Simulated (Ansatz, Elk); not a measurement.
# Bonding as seen by X-rays: Nb2V3Ga3, part 2 of 2

Structure refinements treat a crystal as free atoms side by side. For a made-up structure of Nb2V3Ga3 (cell and positions from a PBEsol relaxation) the runs below show what the calculated density changes in F(hkl).

Elk 11.2.3 (patched build); all-electron DFT.

So far: The starting structure; Ground state and structure factors.

The structure was built from a prototype and need not be the compound's stable phase.

### Step 3. The highest occupied states alone

Level of this step: DFT, PBE, all-electron APW+lo, Dirac cores, scalar-relativistic bands, static density, no spin (Elk).

An energy window below the Fermi level keeps the highest occupied states, to see at which angles they scatter; shallow core shells can lie inside it and anion s states outside. No new self-consistency is needed.

Input file elk.in:

```
tasks
  195

xctype
  20

spinpol
  .false.

rgkmax
  7.0

gmaxvr
  14.0

lmaxo
  7

lmaxapw
  8

swidth
  0.002

tshift
  .false.

ramdisk
  .false.

hmaxvr
  5.5

maxscl
  120

epspot
  1e-06

wsfac
  -0.186130 0.665110

sppath
  './'

avec
  7.09515715223 0.00000000000 -0.00000000000
  0.00000000000 7.09515715223 0.00000000000
  -0.00000000000 0.00000000000 15.68319142144

atoms
  3
  'Nb.in'
  2
  -0.0000000000 0.5000000000 0.2509636573   0.000000 0.000000 0.000000
  0.5000000000 0.0000000000 0.7490363427   0.000000 0.000000 0.000000
  'Ga.in'
  3
  0.5000000000 0.5000000000 0.5000000000   0.000000 0.000000 0.000000
  0.0000000000 0.0000000000 -0.0000000000   0.000000 0.000000 0.000000
  -0.0000000000 -0.0000000000 0.5000000000   0.000000 0.000000 0.000000
  'V.in'
  3
  0.5000000000 0.5000000000 -0.0000000000   0.000000 0.000000 0.000000
  0.5000000000 0.0000000000 0.2510776462   0.000000 0.000000 0.000000
  0.0000000000 0.5000000000 0.7489223538   0.000000 0.000000 0.000000

ngridk
  6 6 3
```

Command:

```
$ OMP_NUM_THREADS=4 elk
```

Numbers of over 12 decimals in the logs are rounded to 6 here.

The program printed:

```text
┌─────────────────────────────────┐
│ Elk code version 11.2.3 started │
└─────────────────────────────────┘

Info(readinput): the functional depends on the density's gradient
 muffin-tin radial points multiplied by    2.00000
 (not where nrmtscf is given)

┌────────────────────┐
│ Current task : 195 │
└────────────────────┘
Info(checkmt): changed muffin-tin radius of species 1 (Nb) from   2.6000 to   2.5829
Info(checkmt): changed muffin-tin radius of species 3 (V) from   2.4000 to   2.3842

Info(sfacrho): density structure factors written to SFACRHO.OUT

 Energy window :  -0.1861300000      0.6651100000

┌──────────────────┐
│ Elk code stopped │
└──────────────────┘
```

Elapsed: 8.5 s, on 4 threads of AMD EPYC 9B45 (Zen 5), shared host; peak memory 0.27 GiB.

States within 15 eV below the Fermi level hold 63.44 electrons; any levels below the window count with the cores, and a count that is not whole means the window cuts a band. Their amplitudes can exceed the total, where window and core parts have opposite phase:

| hkl | sin θ/λ (Å⁻¹) | abs F, window | abs F, all |
| --- | --- | --- | --- |
| 001 | 0.060 | 7.348 | 8.743 |
| 002 | 0.120 | 22.954 | 9.084 |
| 100 | 0.133 | 7.333 | 8.008 |
| 101 | 0.146 | 7.386 | 33.160 |
| 102 | 0.180 | 6.965 | 8.081 |
| 003 | 0.181 | 6.486 | 6.245 |
| 110 | 0.188 | 21.656 | 6.583 |
| 111 | 0.198 | 6.290 | 7.381 |
| 112 | 0.224 | 26.698 | 182.018 |
| 103 | 0.225 | 6.598 | 30.622 |

### Step 4. Another functional

The difference from free atoms is small, so it is set against the change that PBEsol makes.

Changes to elk.in since step 3:

```diff
@@ -1,2 +1,3 @@
 tasks
+  0
   195
@@ -4,3 +5,3 @@
 xctype
-  20
+  22
 
@@ -39,5 +40,2 @@
 
-wsfac
-  -0.186130 0.665110
-
 sppath
```

Command:

```
$ OMP_NUM_THREADS=4 elk
```

The program printed:

```text
┌─────────────────────────┐
│ Elk code version 11.2.3 │
└─────────────────────────┘

All units are atomic (Hartree, Bohr, etc.)

┌─────────────────────────────────────────────────┐
│ Ground-state run starting from atomic densities │
└─────────────────────────────────────────────────┘

Lattice vectors :
   7.095157152       0.000000000      -0.000000000
   0.000000000       7.095157152       0.000000000
  -0.000000000       0.000000000       15.68319142

Reciprocal lattice vectors :
  0.8855597096      -0.000000000       0.000000000
[...]
species : 1 (Nb)
[...]
species : 2 (Ga)
[...]
species : 3 (V)
[...]
atom 2                    :    21.66390596     ( -0.2217803701E-06)
   atom 3                    :    21.66390596     ( -0.2217803701E-06)
 total in muffin-tins        :    233.5823360
 total calculated charge     :    243.9963843
 total charge                :    244.0000000
 error                       :   0.3615712904E-02

┌──────────────────────────────┐
│ Self-consistent loop stopped │
└──────────────────────────────┘

Warning : core states of species 2 leak from the muffin-tin :   0.7852062108E-03

Wrote STATE.OUT
[key lines of the parts left out:]
total energy                :     -16309.759681502
```

The job ended after 49 s (4 threads; peak memory 0.31 GiB; 2.7 min of CPU time).

Against the first run R = 0.03 %; the largest change is -0.063 at 220.

### Step 5. Basis size

A smaller basis shows how fast F responds to it; the change is likely larger than the basis error of the first run, but doesn't show convergence.

Changes to elk.in since step 4:

```diff
@@ -5,3 +5,3 @@
 xctype
-  22
+  20
 
@@ -11,3 +11,3 @@
 rgkmax
-  7.0
+  5.5
```

Command:

```
$ OMP_NUM_THREADS=4 elk
```

The program printed:

```text
┌─────────────────────────┐
│ Elk code version 11.2.3 │
└─────────────────────────┘

All units are atomic (Hartree, Bohr, etc.)

┌─────────────────────────────────────────────────┐
│ Ground-state run starting from atomic densities │
└─────────────────────────────────────────────────┘

Lattice vectors :
   7.095157152       0.000000000      -0.000000000
   0.000000000       7.095157152       0.000000000
  -0.000000000       0.000000000       15.68319142

Reciprocal lattice vectors :
  0.8855597096      -0.000000000       0.000000000
[...]
species : 1 (Nb)
[...]
species : 2 (Ga)
[...]
species : 3 (V)
[...]
atom 2                    :    21.60705080     ( -0.2217827113E-06)
   atom 3                    :    21.60705080     ( -0.2217827113E-06)
 total in muffin-tins        :    233.2439487
 total calculated charge     :    243.9984060
 total charge                :    244.0000000
 error                       :   0.1594037550E-02

┌──────────────────────────────┐
│ Self-consistent loop stopped │
└──────────────────────────────┘

Warning : core states of species 2 leak from the muffin-tin :   0.7796190312E-03

Wrote STATE.OUT
[key lines of the parts left out:]
total energy                :     -16321.062045702
```

It took 40 s on 4 threads; peak memory 0.3 GiB.

Against the first run R = 0.05 %; the largest change is +0.233 at 204.

### Step 6. Settings against the effect

```csv
run,R against the first run (%),"R against neutral atoms, low angle (%)",wall time
"PBE, rgkmax 7",0.00,0.91,47 s
PBEsol,0.03,0.93,49 s
rgkmax 5.5,0.05,0.93,40 s
```

### Step 7. Summary of results

```yaml
r_against_neutral_atoms_sin_theta_lambda_0p3_a_minus1: 0.91 %
r_against_neutral_atoms_0p3_to_0p72_a_minus1: 0.48 %
```

What this shows: Independent neutral atoms miss the calculated amplitudes by R = 0.91 % below 0.3 Å⁻¹ and 0.48 % from there to 0.72 Å⁻¹; by shells, 1.40 % below 0.15 Å⁻¹ (4 forms), 0.86 % 0.15 to 0.3 (13 forms), 0.57 % 0.3 to 0.45 (30 forms), 0.45 % above 0.45 (102 forms). Bonding, aspherical density and the tables' own atoms all enter these figures, and the runs don't part them. The largest change of an amplitude is -1.48 electrons, at 200. R counts amplitudes alone; phases shift too. Weak lines can change much in proportion: 006 goes from 4.63 to 5.54. The window's part falls from 63.4 electrons at the origin to at most 10.19 between 0.45 and 0.72 Å⁻¹, where compact states inside the window still scatter. The window holds more than the 34 outer electrons of the free atoms, so shallow core shells lie inside it. Below 0.3 Å⁻¹ the changes that finished (PBEsol and rgkmax 5.5) move F by R = 0.07 % at most, against the 0.91 % that separates it from free atoms. The k-mesh has no finished test. These runs have no spin, though d or f shells may be open. Part of the difference isn't bonding: the tables are fits to free atoms and ions calculated by other methods than this functional. Thermal motion, anomalous dispersion and extinction are left out.

[Logs are printed without paths, hosts, clocks, repeated set-up lines and the standing remarks that a program may print on its own settings, such as how far it seeks lower states.]

[Hosts, paths, dates, database ids (printed as entryN), source tags and the programs' standing remarks are cut or masked in the printed files.]
